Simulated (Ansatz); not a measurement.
**SbP (model cell, started as layered BN type): a soft mode frozen in**

Wanted: the energy along a soft mode of SbP (model cell, started as layered BN type) and the structure at the end.

Program: Ansatz 0.2.0. Level of theory: DFT LDA, scalar-relativistic, plane waves, PAW. Results are calculated unless marked as measured.

Most raw output is cut from this account.

The structure was built from a prototype and need not be the compound's stable phase.

### Step 1. The starting structure

The structure is hexagonal, space group P6_3/mmc (No. 194). The conventional cell has a = 4.652 Å, b = 4.652 Å, c = 5.549 Å, α = 90.00°, β = 90.00°, γ = 120.00°. Sb has 5 P at 2.69 to 2.77 Å nearest. Nearest to P lie 5 Sb at 2.69 to 2.77 Å. Farther neighbours are not listed.

As a file:

```cif
data_structure
_symmetry_space_group_name_H-M 'P6_3/mmc'
_symmetry_Int_Tables_number 194
_cell_length_a 4.6518
_cell_length_b 4.6518
_cell_length_c 5.5487
_cell_angle_alpha 90.000
_cell_angle_beta 90.000
_cell_angle_gamma 120.000
_cell_volume 103.98
loop_
_atom_site_label
_atom_site_type_symbol
_atom_site_symmetry_multiplicity
_atom_site_Wyckoff_symbol
_atom_site_fract_x
_atom_site_fract_y
_atom_site_fract_z
_atom_site_occupancy
Sb1 Sb 2 c 0.33333 0.66667 0.25000 1
P1 P 2 d 0.66667 0.33333 0.25000 1
```

### Step 2. Response at finite wavevector

The cell comes from relaxations at this level that are not shown. The mesh has a single point along some directions, so zone-edge points there are not solved. Linear response on a 2×2×1 q mesh gives force constants as far as a supercell of that size would.

Contents of input.yaml:

```yaml
crystal:
  lattice:
    - [4.6517605951, -3.0644e-06, 0.0]
    - [-2.3258776437, 4.0285443799, 0.0]
    - [0.0, 0.0, 5.5486638842]
  atoms:
    - { symbol: Sb, position: [0.3333333333, 0.6666666667, 0.25] }
    - { symbol: Sb, position: [0.6666666667, 0.3333333333, 0.75] }
    - { symbol: P, position: [0.6666666667, 0.3333333333, 0.25] }
    - { symbol: P, position: [0.3333333333, 0.6666666667, 0.75] }
kpoints:
  mp_grid: { grid: [10, 10, 6] }
hamiltonian:
  xc: lda
scf:
  occupations: { method: methfessel_paxton, width: 0.15 }
output:
  eigenvalues: true
phonons:
  method: dfpt
  qmesh: [2, 2, 1]
  temperatures: { t_max: 1000, t_step: 50 }
  qpath:
    path:
      - [[0.0, 0.0, 0.0], [0.5, 0.0, 0.0], [0.33333333, 0.33333333, 0.0], [0.0, 0.0, 0.0], [0.0, 0.0, 0.5], [0.5, 0.0, 0.5], [0.33333333, 0.33333333, 0.5], [0.0, 0.0, 0.5]]
      - [[0.5, 0.0, 0.5], [0.5, 0.0, 0.0]]
      - [[0.33333333, 0.33333333, 0.5], [0.33333333, 0.33333333, 0.0]]
    npoints: 10
```

The run is started by

```console
ansatz run input.yaml --threads 4 --pin off --max-ram 7168MiB --backend cpu --events-out ev --progress --plain --runs-dir out
```

Run time: 3.4 min. Hardware: 4 threads of Arm Neoverse N1, shared host; peak memory 1.6 GiB.

This step gave:

```yaml
volume_per_atom: 26.00 Å³
gap_on_the_k_mesh: 0 eV
sum_rule_residual_before_enforcement: 2.97e-5 eV/Å²
point_group: 6/mmm
highest_optical_mode_at_the_zone_centre_no_lo_to_term: 246.8 cm⁻¹
lowest_optical_zone_centre_mode: -165.7 cm⁻¹
lowest_mode_on_the_q_mesh_acoustic_modes_at_gamma_apart: -165.7 cm⁻¹
highest_frequency_at_a_solved_wavevector_no_lo_to_term_at_gamma: 246.8 cm⁻¹
```

Frequencies (cm⁻¹) solved at each irreducible wavevector; negative means imaginary. Frequencies by wavevector, by row:

```tsv
q in reciprocal lattice units	star	mode 1	mode 2	mode 3	mode 4	mode 10	mode 11	mode 12
0 0 0	1	-165.7	0	0	0	184.1	184.1	246.8
0 -0.5 0	3	-80.3	54.2	56.9	61.8	153.3	167.6	208.4
```

Symmetry leaves 2 wavevectors to solve. The lowest mode among them, the acoustic zeros apart, lies at Γ and is imaginary, 165.7i cm⁻¹, so the energy falls along it.

### Step 3. The mode frozen in, largest atomic shift 0 Å

The mode followed lies at Γ with frequency 165.7i cm⁻¹, the softest among the wavevectors solved. At small amplitude the distorted cell has space group no. 186 by a symmetry search on the positions. The undistorted cell that holds it gives the zero of energy on the same k mesh.

input.yaml, the sections that differ from step 2:

```yaml
output:
  forces: true
  stress: true
  eigenvalues: true
# crystal, kpoints, hamiltonian, scf: as in step 2
# phonons: removed
```

Wall time 3.5 s (4 threads); peak memory 0.43 GiB; 13 s of CPU time.

Numbers from this step:

```
pressure                         : -2.82e-4 GPa
energy from the undistorted cell : 0 meV/atom
```

The run ends at a pressure of 0.00 GPa.

### Step 4. The mode frozen in, largest atomic shift 0.14 Å

The atoms are moved along the unstable eigenvector, the largest shift by 0.14 Å, with the cell fixed.

Contents of input.yaml:

```yaml
crystal:
  lattice:
    - [4.6517605951, -3.0644e-06, 0.0]
    - [-2.3258776437, 4.0285443799, 0.0]
    - [0.0, 0.0, 5.5486638842]
  atoms:
    - { symbol: Sb, position: [0.3333333333, 0.6666666667, 0.2435815681] }
    - { symbol: Sb, position: [0.6666666667, 0.3333333333, 0.7435815681] }
    - { symbol: P, position: [0.6666666667, 0.3333333333, 0.2752312994] }
    - { symbol: P, position: [0.3333333333, 0.6666666667, 0.7752312994] }
kpoints:
  mp_grid: { grid: [10, 10, 6] }
hamiltonian:
  xc: lda
scf:
  occupations: { method: methfessel_paxton, width: 0.15 }
output:
  forces: true
  stress: true
  eigenvalues: true
  write_density: true
  write_potential: true
  elf: true
  volumetric_format: npy
```

It took 8.1 s on 4 threads; peak memory 0.42 GiB; 31 s of CPU time.

This step gave:

```
pressure                         : 0.8040 GPa
energy from the undistorted cell : -10.81 meV/atom
```

The energy, extrapolated to zero smearing, is -10.81 meV/atom against the undistorted cell.

The run ends at a pressure of 0.80 GPa, with forces up to 0.097 eV/Å.

### Step 5. Energy along the mode, all amplitudes (two of the runs are shown above)

An imaginary frequency means negative curvature, so the energy should fall and then rise again as anharmonic terms take over.

This step gave:

| Quantity | Value |
| --- | --- |
| depth at the lowest point sampled | 10.81 meV/atom |
| largest atomic shift at that point | 0.14 Å |

Energy from the parent against largest atomic shift:

```tsv
largest atomic shift (Å)	energy from the parent (meV/atom)
0.000	0
0.040	-1.46
0.080	-5.05
0.140	-10.8
0.220	-5.86
0.320	47.5
```

Displacement at unit largest shift by atom:

```tsv
atom	x (Å)	y (Å)	z (Å)	size
Sb1	0.00	0.00	-0.25	0.25
Sb2	0.00	0.00	-0.25	0.25
P3	0.00	0.00	1.00	1.00
P4	0.00	0.00	1.00	1.00
```

The lowest of the steps tried is at 0.14 Å, 10.8 meV/atom below the parent; the bottom of the well need not coincide with a step.

### Step 6. Relaxation from the frozen mode

Starting from the lowest point found, all atoms and the cell are let go, so that strain and other modes of the same symmetry can join in.

input.yaml: that of step 4 with these lines changed.

```diff
@@ -20,5 +20,6 @@
   eigenvalues: true
-  write_density: true
-  write_potential: true
-  elf: true
-  volumetric_format: npy
+relax:
+  adjacent_minimum: "off"
+  f_tol: 0.002
+  max_steps: 120
+  cell: { stress_tol: 0.03 }
```

It took 39 s on 4 threads; peak memory 0.46 GiB.

Relaxation path:

```tsv
step	energy less that of the first step (eV)	largest force component (eV/Å)	pressure (GPa)	volume (Å³)
1	0.0000	0.0972	0.80	103.98
2	-0.0125	0.0968	-0.38	107.04
3	-0.0151	0.0657	-0.16	106.62
4	-0.0162	0.0145	0.00	106.52
5	-0.0163	0.0008	0.00	106.61
6*	-0.0170	0.0010	0.01	106.61
```

Relaxation steps marked * repeat the geometry before them on a plane-wave basis chosen anew for their cell, so energy and pressure can jump there.

Forces are held to the 12 operations that the run works with; a distortion that breaks them can't arise in this run.

```tsv
conventional cell, symmetrised	before	after	change
a (Å)	4.652	4.669	+0.4 %
b (Å)	4.652	4.669	+0.4 %
c (Å)	5.549	5.648	+1.8 %
volume (Å³/atom)	26.00	26.65	+2.5 %
```

The atoms that moved most (Å, as changes of fractional coordinates times the final cell):

```tsv
atom	dx	dy	dz	length
Sb1	0.000	0.000	-0.035	0.035
P3	0.000	0.000	0.035	0.035
P4	0.000	0.000	0.035	0.035
Sb2	0.000	0.000	-0.035	0.035
```

Final coordinates:

```cif
data_structure
_symmetry_space_group_name_H-M 'P 1'
_symmetry_Int_Tables_number 1
_cell_length_a 4.6688
_cell_length_b 4.6688
_cell_length_c 5.6476
_cell_angle_alpha 90.000
_cell_angle_beta 90.000
_cell_angle_gamma 120.000
_cell_volume 106.61
loop_
_atom_site_label
_atom_site_type_symbol
_atom_site_fract_x
_atom_site_fract_y
_atom_site_fract_z
_atom_site_occupancy
Sb1 Sb 0.33333 0.66667 0.23730 1
Sb2 Sb 0.66667 0.33333 0.73730 1
P3 P 0.66667 0.33333 0.28151 1
P4 P 0.33333 0.66667 0.78151 1
```

Numbers from this step:

```
pressure        : 0.005838 GPa
volume per atom : 26.65 Å³
```

The distorted start has space group P6_3mc; the relaxation ends in P6_3mc.

### Step 7. The new phase in its own primitive cell

The relaxed structure is symmetrised, reduced to its primitive cell and relaxed tightly, as its phonons need.

Contents of input.yaml:

```yaml
crystal:
  lattice:
    - [4.668750019, 0.0, 0.0]
    - [-2.3343750095, 4.0432561204, 0.0]
    - [0.0, 0.0, 5.6476499353]
  atoms:
    - { symbol: Sb, position: [0.3333333333, 0.6666666667, 0.2373033146] }
    - { symbol: Sb, position: [0.6666666667, 0.3333333333, 0.7373033146] }
    - { symbol: P, position: [0.6666666667, 0.3333333333, 0.2815095529] }
    - { symbol: P, position: [0.3333333333, 0.6666666667, 0.7815095529] }
kpoints:
  mp_grid: { grid: [9, 9, 8] }
hamiltonian:
  xc: lda
scf:
  occupations: { method: methfessel_paxton, width: 0.15 }
output:
  forces: true
  stress: true
  eigenvalues: true
relax:
  adjacent_minimum: "off"
  f_tol: 0.001
  max_steps: 60
  cell: { stress_tol: 0.01 }
```

The job ended after 42 s (4 threads; peak memory 0.46 GiB; 2.7 min of CPU time).

Step by step:

```tsv
step	energy less that of the first step (eV)	largest force component (eV/Å)	pressure (GPa)	volume (Å³)
1	0.0000	0.0326	0.13	106.61
2	-0.0004	0.0123	-0.06	107.35
3	-0.0007	0.0072	-0.03	107.24
4	-0.0007	0.0029	-0.01	107.20
5	-0.0007	0.0001	0.00	107.20
6*	-0.0009	0.0002	0.00	107.20
```

Relaxation steps marked * repeat the geometry before them on a plane-wave basis chosen anew for their cell, so energy and pressure can jump there.

The run keeps the 12 symmetry operations that it works with, so distortions that break them were not tested.

```tsv
conventional cell, symmetrised	before	after	change
a (Å)	4.669	4.672	+0.1 %
b (Å)	4.669	4.672	+0.1 %
c (Å)	5.648	5.670	+0.4 %
volume (Å³/atom)	26.65	26.80	+0.6 %
```

The relaxed structure:

```xyz
4
Lattice="4.6725 0.0000 0.0000 -2.3362 4.0465 0.0000 0.0000 0.0000 5.6699" Properties=species:S:1:pos:R:3 pbc="T T T"
Sb    0.0000    2.6977    1.3372
Sb    2.3362    1.3488    4.1722
P     2.3362    1.3488    1.6044
P     0.0000    2.6977    4.4394
```

Numbers from this step:

* pressure: 7.67e-4 GPa
* volume per atom: 26.80 Å³

The largest force component left is 0.18 meV/Å and the pressure is 0.001 GPa, within the tolerances set. The cell now holds 26.80 Å³/atom.

### Step 8. Modes of the new phase, k-mesh 9×9×8

A relaxed structure may still be a saddle point, so its zone-centre modes are computed. No field response is asked, since the mesh shows no gap.

input.yaml, the sections that differ from step 7:

```yaml
crystal:
  lattice:
    - [4.6724678166, 0.0, 0.0]
    - [-2.3362339083, 4.0464758275, 0.0]
    - [0.0, 0.0, 5.669902959]
  atoms:
    - { symbol: Sb, position: [0.3333333333, 0.6666666667, 0.2358450737] }
    - { symbol: Sb, position: [0.6666666667, 0.3333333333, 0.7358450737] }
    - { symbol: P, position: [0.6666666667, 0.3333333333, 0.2829677938] }
    - { symbol: P, position: [0.3333333333, 0.6666666667, 0.7829677938] }
output:
  eigenvalues: true
phonons:
  method: dfpt
# kpoints, hamiltonian, scf: as in step 7
# relax: removed
```

Elapsed: 2 min, on 4 threads; peak memory 1.9 GiB.

This step gave:

- sum-rule residual before enforcement: 3.19e-5 eV/Å²
- point group: 6mm
- highest optical mode at the zone centre (no LO-TO term): 284.8 cm⁻¹
- lowest optical zone-centre mode: 15.44 cm⁻¹

Patterns of degenerate modes are one choice out of their space. Modes at Γ, with each element's share of the kinetic energy:

```tsv
mode	frequency (cm⁻¹)	symmetry	Sb %	P %
1	0.0	acoustic	80	20
2	0.0	acoustic	80	20
3	0.0	acoustic	80	20
4	15.4	E2	100	0
5	15.4	E2	100	0
6	102.5	E2	0	100
7	102.5	E2	0	100
8	115.4	B1	91	9
9	194.6	E1	20	80
10	194.6	E1	20	80
11	216.8	A1	20	80
12	284.8	B1	9	91
```

Displacements in mode 4 (15.4 cm⁻¹), the largest set to 1:
```
Sb1 -0.03 -1.00  0.00
Sb2  0.03  1.00  0.00
P3   0.00 -0.01  0.00
P4   0.00  0.01  0.00
```

Displacements in mode 9 (194.6 cm⁻¹), the largest set to 1:
```
Sb1  0.00 -0.25  0.00
Sb2  0.00 -0.25  0.00
P3   0.00  1.00  0.00
P4   0.00  1.00  0.00
```

Before it was imposed, the acoustic sum rule was missed by 3.2e-5 eV/Å². Small misses are needed for a sound result but don't prove that mesh and cutoff are converged. The lowest optical mode is real, 15.4 cm⁻¹.

### Step 9. What came out

| Item | Value |
| --- | --- |
| unstable mode of the parent | q = (0, 0, 0), 166i cm⁻¹ |
| depth at the lowest point sampled | 10.8 meV/atom |
| largest atomic shift at that point | 0.14 Å |
| space group reached (within 0.01 Å) | P6_3mc |
| energy gained over the parent (first relaxation, on the mesh of the frozen mode) | 15.0 meV/atom |
| volume per atom, phase reached | 26.8 Å³ |
| lowest optical zone-centre mode, phase reached | 15.4 cm⁻¹ |
| highest optical mode at the zone centre (no LO-TO term), phase reached | 285 cm⁻¹ |

**Reading.** Along this mode the structure falls into P6_3mc, 15.0 meV/atom below the parent. At the parent's cell the well is 10.81 meV/atom deep on the steps tried, with its lowest point at a shift of 0.14 Å. Relaxing atoms and cell changes the gain by +4.21 meV/atom against the lowest step (energies at zero smearing). The new phase has no imaginary mode at the zone centre of its cell; other wavevectors were not checked. Of the 2 patterns followed to their end from this parent, this one ends 210 meV/atom above the lowest, Fm-3m. Each path keeps the symmetry of its pattern, so a lower phase may lie along a pattern not tried. The q mesh is too sparse to interpolate, so only the solved wavevectors are given. Where the functional closes the gap at Γ, the partly filled states at that one point of a Γ-centred mesh soften the zone-centre modes by up to a few per cent. With no gap, or one that is small against the smearing, the frequencies hang on the k mesh and the smearing, most of all near Kohn anomalies. A semilocal functional can close a gap that the real compound would have, so the metallic treatment may be an artefact of the level. Spin-orbit coupling is left out, which can matter for the heavy elements here. A phonon run warned that its eigensolver left some bands unconverged in a pass. The starting cell was built on a prototype and not taken from a measurement, so the phase need not exist.

[Logs are printed without paths, hosts, clocks, repeated set-up lines and the standing remarks that a program may print on its own settings, such as how far it seeks lower states.]

[Hosts, paths, dates, database ids (printed as entryN), source tags and the programs' standing remarks are cut or masked in the printed files.]
